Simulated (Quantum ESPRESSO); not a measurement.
# CoO: parallel and opposed starts

A self-consistent run ends on one state, which hangs on the start. Several orders of CoO are started in Quantum ESPRESSO and their energies compared.

Main program and level: Quantum ESPRESSO 7.5; PBE with U = 4.38 eV on Co d (ortho-atomic projectors); plane waves with GBRV 1.5 PBE potentials, no spin-orbit coupling.

Report form: the programs' logs are mostly left out.

### Step 1. Set-up

It takes space group Fm-3m (No. 225, cubic). Conventional cell: a = 4.263 Å, b = 4.263 Å, c = 4.263 Å, α = 90.00°, β = 90.00°, γ = 90.00°. Co has 6 O at 2.13 Å nearest. Nearest to O lie 6 Co at 2.13 Å. Farther neighbours and most contacts between anions are not listed.

The cell comes from the Crystallography Open Database.

### Step 2. Start 1: ferro +

The signs are those of the starting moments on the seeded atoms, the atoms that are given a moment.

Input file pw.in:

```
&CONTROL
  calculation = 'scf'
  prefix = 'pwscf'
  outdir = './tmp'
  pseudo_dir = './pseudo'
  disk_io = 'nowf'
  tprnfor = .true.
  tstress = .true.
/
&SYSTEM
  ibrav = 0
  nat = 2
  ntyp = 2
  ecutwfc = 40
  ecutrho = 280
  nbnd = 20
  occupations = 'smearing'
  smearing = 'fd'
  degauss = 0.00734986
  nspin = 2
  starting_magnetization(1) = 0.1765
  starting_magnetization(2) = 0
/
&ELECTRONS
  conv_thr = 4d-09
  electron_maxstep = 150
  mixing_beta = 0.3
/
ATOMIC_SPECIES
Co     58.9332 co_pbe_v1.2.uspp.F.UPF
O      15.9990 o_pbe_v1.2.uspp.F.UPF
CELL_PARAMETERS bohr
   0.0000000000    4.0279512346    4.0279512346
   4.0279512346    0.0000000000    4.0279512346
   4.0279512346    4.0279512346    0.0000000000
ATOMIC_POSITIONS crystal
Co      0.0000000000    0.0000000000    0.0000000000
O       0.5000000000    0.5000000000    0.5000000000
K_POINTS automatic
8 8 8 0 0 0
HUBBARD {ortho-atomic}
U Co-3d 4.3800
```

Run with:

```sh
$ OMP_NUM_THREADS=1 mpirun -n 2 pw.x -nk 2 -in pw.in > pw.out
```

Wall time 16 s (2 MPI ranks of Arm Neoverse N1, shared host); peak memory 0.15 GiB.

Spin moment in the atom's sphere by atom:

| atom | spin moment in the atom's sphere (μB) |
| --- | --- |
| Co1 | 2.58 |
| O2 | 0.23 |

Numbers from this step:

```yaml
smearing_term_ts: 0.1178 eV
pressure: 3.113 GPa
magnetization: 2.919 μB
absolute_magnetization: 2.946 μB
final_state: ferromagnetic
```

Spin density in the ac plane of the conventional cell at fractional y = 0.000, with atoms of Co and O within 0.2 Å of it.

Values in units of 1e0 e/Å³, 14 rows by 14 columns, each cell a mean:
```
5.5 2.0 0.5 0.1 0.0 0.1 0.3 0.4 0.2 0.0 0.0 0.2 1.0 3.5
1.7 0.5 0.1 0.0 0.0 0.0 0.1 0.1 0.1 0.0 0.0 0.1 0.2 1.0
0.3 0.1 0.0 0.0 0.0 0.0 0.0 0.0 0.0 0.0 0.0 0.0 0.1 0.2
0.0 0.0 0.0 0.0 0.0 0.0 0.1 0.1 0.1 0.0 0.0 0.0 0.0 0.0
0.1 0.0 0.0 0.0 0.0 0.1 0.5 0.8 0.3 0.1 0.0 0.0 0.0 0.0
0.2 0.1 0.0 0.0 0.1 0.5 2.0 3.5 1.1 0.3 0.1 0.0 0.1 0.2
0.5 0.2 0.1 0.0 0.3 1.7 5.5 8.1 3.5 0.8 0.1 0.0 0.1 0.4
0.4 0.2 0.0 0.0 0.2 1.0 3.5 5.5 2.0 0.5 0.1 0.0 0.1 0.3
0.1 0.1 0.0 0.0 0.1 0.2 1.0 1.7 0.5 0.1 0.0 0.0 0.0 0.1
0.0 0.0 0.0 0.0 0.0 0.1 0.2 0.3 0.1 0.0 0.0 0.0 0.0 0.0
0.1 0.1 0.0 0.0 0.0 0.0 0.0 0.0 0.0 0.0 0.0 0.0 0.0 0.1
0.8 0.3 0.1 0.0 0.0 0.0 0.0 0.1 0.0 0.0 0.0 0.0 0.1 0.5
3.5 1.1 0.3 0.1 0.0 0.1 0.2 0.2 0.1 0.0 0.0 0.1 0.5 2.0
8.1 3.5 0.8 0.1 0.0 0.1 0.4 0.5 0.2 0.1 0.0 0.3 1.7 5.5
```
Columns run along a (4.3 Å), rows up along c (4.3 Å), edges of the conventional cell, whose origin can differ from the input's. Atoms in or near the plane, at fractional coordinates: Co at (0.00, 0.00), Co at (0.50, 0.50), O at (0.50, 0.00), O at (0.00, 0.50).

Valence density in the ac plane of the conventional cell at fractional y = 0.000, with atoms of Co and O within 0.2 Å of it. It is the smooth field of the valence electrons, not physical close to the nuclei.

Values in e/Å³, 14 rows by 14 columns, each cell a mean:
```
29 12  2  0  1  2  5  6  4  1  0  1  4 21
 6  3  1  0  0  1  2  3  2  1  0  0  1  4
 1  1  0  0  0  0  1  1  1  0  0  0  0  1
 1  0  0  0  0  0  0  0  0  0  0  0  0  0
 1  1  0  0  0  1  2  2  1  0  0  0  1  1
 5  3  1  0  1  3 12 16  7  1  0  1  2  4
 7  5  1  1  1  6 29 42 16  2  0  1  3  6
 6  4  1  0  1  4 21 29 12  2  0  1  2  5
 3  2  1  0  0  1  4  6  3  1  0  0  1  2
 1  1  0  0  0  0  1  1  1  0  0  0  0  1
 0  0  0  0  0  0  0  1  0  0  0  0  0  0
 2  1  0  0  0  1  1  1  1  0  0  0  1  2
16  7  1  0  1  2  4  5  3  1  0  1  3 12
42 16  2  0  1  3  6  7  5  1  1  1  6 29
```
Columns run along a (4.3 Å), rows up along c (4.3 Å), edges of the conventional cell, whose origin can differ from the input's. Atoms in or near the plane, at fractional coordinates: Co at (0.00, 0.00), Co at (0.50, 0.50), O at (0.50, 0.00), O at (0.00, 0.50).

### Step 3. Start 2: antiferro q=(0,0,1/2) +−

This order needs a doubled cell of 4 atoms. The wavevector q is in fractions of the reciprocal vectors of the crystal's primitive cell, as the cells of these inputs are built from it; moments change sign between cells as cos(2π q·R).

Input file pw.in:

```
&CONTROL
  calculation = 'scf'
  prefix = 'pwscf'
  outdir = './tmp'
  pseudo_dir = './pseudo'
  disk_io = 'nowf'
  tprnfor = .true.
  tstress = .true.
/
&SYSTEM
  ibrav = 0
  nat = 4
  ntyp = 3
  ecutwfc = 40
  ecutrho = 280
  nbnd = 32
  occupations = 'smearing'
  smearing = 'fd'
  degauss = 0.00734986
  nspin = 2
  starting_magnetization(1) = 0.1765
  starting_magnetization(2) = -0.1765
  starting_magnetization(3) = 0
/
&ELECTRONS
  conv_thr = 8d-09
  electron_maxstep = 150
  mixing_beta = 0.3
/
ATOMIC_SPECIES
Co1    58.9332 co_pbe_v1.2.uspp.F.UPF
Co2    58.9332 co_pbe_v1.2.uspp.F.UPF
O      15.9990 o_pbe_v1.2.uspp.F.UPF
CELL_PARAMETERS bohr
   0.0000000000    4.0279512346    4.0279512346
   4.0279512346    0.0000000000    4.0279512346
   8.0559024693    8.0559024693    0.0000000000
ATOMIC_POSITIONS crystal
Co1     0.0000000000    0.0000000000    0.0000000000
Co2     0.0000000000    0.0000000000    0.5000000000
O       0.5000000000    0.5000000000    0.2500000000
O       0.5000000000    0.5000000000    0.7500000000
K_POINTS automatic
8 8 4 0 0 0
HUBBARD {ortho-atomic}
U Co1-3d 4.3800
U Co2-3d 4.3800
```

Wall time 90 s (2 MPI ranks); peak memory 0.24 GiB; 3 min of CPU time.

Spin moment in the atom's sphere by atom:

| atom | spin moment in the atom's sphere (μB) |
| --- | --- |
| Co1 | 2.56 |
| Co2 | -2.56 |
| O3 | 0.00 |
| O4 | 0.00 |

Read from the output:

```yaml
smearing_term_ts: 0.2150 eV
pressure: 1.802 GPa
magnetization: 0 μB
absolute_magnetization: 5.448 μB
final_state: antiferromagnetic
```

Spin density in the ac plane at fractional y = 0.000, with atoms of Co within 0.2 Å of it.

Ten even steps from '_' (-9.39 × 1e0 e/Å³) to '@' (9.39 × 1e0 e/Å³), each cell a mean:
```
%%%%**++++++++++====++++++++++**
++**++++++++++++======++++++++++
++++++++++++++++========++++++++
++++++++++++++++============++++
++++++++++++++++====++++++++++++
++++++==========++++++++++++++++
================================
======++++++++++++==============
========++++++++++==============
==========++++++++==============
::--========++++++==========--::
__..--========++++++========--..
....--==========++++==========--
==--============++++++==========
================++++++++========
================++++++++++++====
================++++============
======++++++++++================
++++++++++++++++++++++++++++++++
++++++============++++++++++++++
++++++++==========++++++++++++++
++++++++++========++++++++++++++
##**++++++++======++++++++++**##
@@%%**++++++++======++++++++**%%
```
Columns run along a (3.0 Å), rows up along c (6.0 Å). Atoms in or near the plane, at fractional coordinates: Co at (0.00, 0.00), Co at (0.00, 0.50).

Valence density in the ac plane at fractional y = 0.000, with atoms of Co within 0.2 Å of it. It is the smooth field of the valence electrons, not physical close to the nuclei.

Ten steps, logarithmic in the rise over the least value, from '_' (0 e/Å³) to '@' (48 e/Å³), each cell a mean:
```
@@@@%%**--..____________..--++##
**####++--..______________..--++
--======::..________________..::
__........______________________
________________________________
________________________________
________________________________
________________________........
::..__________________..::------
**==::..______________..--++****
%%##++::..____________..--**%%@@
@@@@##==::____________..::++##@@
@@@@%%**--..____________..--++##
**####++--..______________..--++
--======::..________________..::
__........______________________
________________________________
________________________________
________________________________
________________________........
::..__________________..::------
**==::..______________..--++****
%%##++::..____________..--**%%@@
@@@@##==::____________..::++##@@
```
Columns run along a (3.0 Å), rows up along c (6.0 Å). Atoms in or near the plane, at fractional coordinates: Co at (0.00, 0.00), Co at (0.00, 0.50).

### Step 4. Run 3 (antiferro q=(0,1/2,1/2) +−)

This order needs a doubled cell of 4 atoms.

pw.in: that of step 3 with these lines changed.

```diff
@@ -35,11 +35,11 @@
    0.0000000000    4.0279512346    4.0279512346
-   4.0279512346    0.0000000000    4.0279512346
-   8.0559024693    8.0559024693    0.0000000000
+   8.0559024693    0.0000000000    8.0559024693
+   8.0559024693    4.0279512346    4.0279512346
 ATOMIC_POSITIONS crystal
 Co1     0.0000000000    0.0000000000    0.0000000000
-Co2     0.0000000000    0.0000000000    0.5000000000
-O       0.5000000000    0.5000000000    0.2500000000
-O       0.5000000000    0.5000000000    0.7500000000
+Co2     0.0000000000    0.5000000000    0.0000000000
+O       0.5000000000    0.0000000000    0.5000000000
+O       0.5000000000    0.5000000000    0.5000000000
 K_POINTS automatic
-8 8 4 0 0 0
+8 4 8 0 0 0
 HUBBARD {ortho-atomic}
```

Run time: 2.1 min. Hardware: 2 MPI ranks; peak memory 0.26 GiB.

Spin moment in the atom's sphere by atom:

| atom | spin moment in the atom's sphere (μB) |
| --- | --- |
| Co1 | 2.54 |
| Co2 | -2.54 |
| O3 | -0.03 |
| O4 | 0.03 |

Read from the output:

* smearing term TS: 0.1699 eV
* pressure: 5.182 GPa
* magnetization: 0 μB
* absolute magnetization: 5.429 μB
* final state: antiferromagnetic

### Step 5. Run 4 (no spin polarisation)

Input file pw.in:

```
&CONTROL
  calculation = 'scf'
  prefix = 'pwscf'
  outdir = './tmp'
  pseudo_dir = './pseudo'
  disk_io = 'nowf'
  tprnfor = .true.
  tstress = .true.
/
&SYSTEM
  ibrav = 0
  nat = 2
  ntyp = 2
  ecutwfc = 40
  ecutrho = 280
  nbnd = 18
  occupations = 'smearing'
  smearing = 'fd'
  degauss = 0.00734986
/
&ELECTRONS
  conv_thr = 4d-09
  electron_maxstep = 150
  mixing_beta = 0.3
/
ATOMIC_SPECIES
Co     58.9332 co_pbe_v1.2.uspp.F.UPF
O      15.9990 o_pbe_v1.2.uspp.F.UPF
CELL_PARAMETERS bohr
   0.0000000000    4.0279512346    4.0279512346
   4.0279512346    0.0000000000    4.0279512346
   4.0279512346    4.0279512346    0.0000000000
ATOMIC_POSITIONS crystal
Co      0.0000000000    0.0000000000    0.0000000000
O       0.5000000000    0.5000000000    0.5000000000
K_POINTS automatic
8 8 8 0 0 0
HUBBARD {ortho-atomic}
U Co-3d 4.3800
```

Wall time 7.7 s (2 MPI ranks); peak memory 0.14 GiB; 15 s of CPU time.

Read from the output:

* smearing term TS: 0.07551 eV
* pressure: -17.08 GPa
* final state: non-magnetic (no spin polarisation)

### Step 6. Ranking

An order is kept where moments of 0.15 μB or more survive with the typed signs; meshes match where a doubled cell samples the same k points as the first cell.

Orders:

| start | final state | typed order kept | energy over the lowest (meV a seeded atom) | largest site moment (μB) | net moment (μB a cell of the first run) | mesh matched | CPU time (s) |
| --- | --- | --- | --- | --- | --- | --- | --- |
| ferro + | ferromagnetic | yes | 122.3 | 2.58 | 2.919 | yes | 31.22 |
| antiferro q=(0,0,1/2) +- | antiferromagnetic | yes | 100.6 | 2.557 | 0 | yes | 179.3 |
| antiferro q=(0,1/2,1/2) +- | antiferromagnetic | yes | 0 | 2.542 | 0 | yes | 253.4 |
| no spin polarisation | non-magnetic | - | 930.3 | 0 | 0 | yes | 15.08 |

### Step 7. Fillings of the first corrected shells

| start | type | spin | occupation numbers |
| --- | --- | --- | --- |
| ferro + | Co | up | 0.990 0.990 0.995 0.995 0.995 |
| ferro + | Co | down | 0.113 0.113 0.699 0.699 0.699 |
| antiferro q=(0,0,1/2) +- | Co1 | up | 0.990 0.990 0.995 0.995 0.995 |
| antiferro q=(0,0,1/2) +- | Co1 | down | 0.127 0.127 0.682 0.682 0.715 |
| antiferro q=(0,0,1/2) +- | Co2 | up | 0.127 0.127 0.682 0.682 0.715 |
| antiferro q=(0,0,1/2) +- | Co2 | down | 0.990 0.990 0.995 0.995 0.995 |
| antiferro q=(0,1/2,1/2) +- | Co1 | up | 0.983 0.992 0.994 0.994 0.994 |
| antiferro q=(0,1/2,1/2) +- | Co1 | down | 0.101 0.110 0.568 0.568 0.987 |
| antiferro q=(0,1/2,1/2) +- | Co2 | up | 0.101 0.110 0.568 0.568 0.987 |
| antiferro q=(0,1/2,1/2) +- | Co2 | down | 0.983 0.992 0.994 0.994 0.994 |

### Step 8. Outcome

| Quantity | Value |
| --- | --- |
| moments, largest by run | 2.58, 2.56, 2.54, 0 μB |
| spread of the energies of the runs with moments | 122 meV a seeded atom |

**Reading.** Under a U these runs seem to end in unlike orbital states: the fillings of their corrected shells differ, or their energies lie too far apart for exchange alone. The differences are then no exchange energies, and the ranking says little of the magnetic order. Seeding all runs from one set of occupation matrices is the usual remedy. Energies are free energies at an electronic temperature of 1160 K, which lowers moments and differences where the moments are itinerant. The smearing term is large for its width, so states at the Fermi level are partly filled: at this level the cell is a metal or has a gap of a few widths at most. Degenerate orbitals of a corrected shell are partly filled. Whether a state of lower symmetry lies under this one was not tested; under a U it often does.

[Logs and program files are shortened in this print: banners, set-up blocks, solver, clock and traceback lines can be left out without a mark of their own.]

[Logs are printed without paths, hosts, clocks, repeated set-up lines and the standing remarks that a program may print on its own settings, such as how far it seeks lower states.]

[Hosts, paths, dates, database ids (printed as entryN), source tags and the programs' standing remarks are cut or masked in the printed files.]

[Where a cell is said to come from a database of computed structures, the database is the Materials Project.]
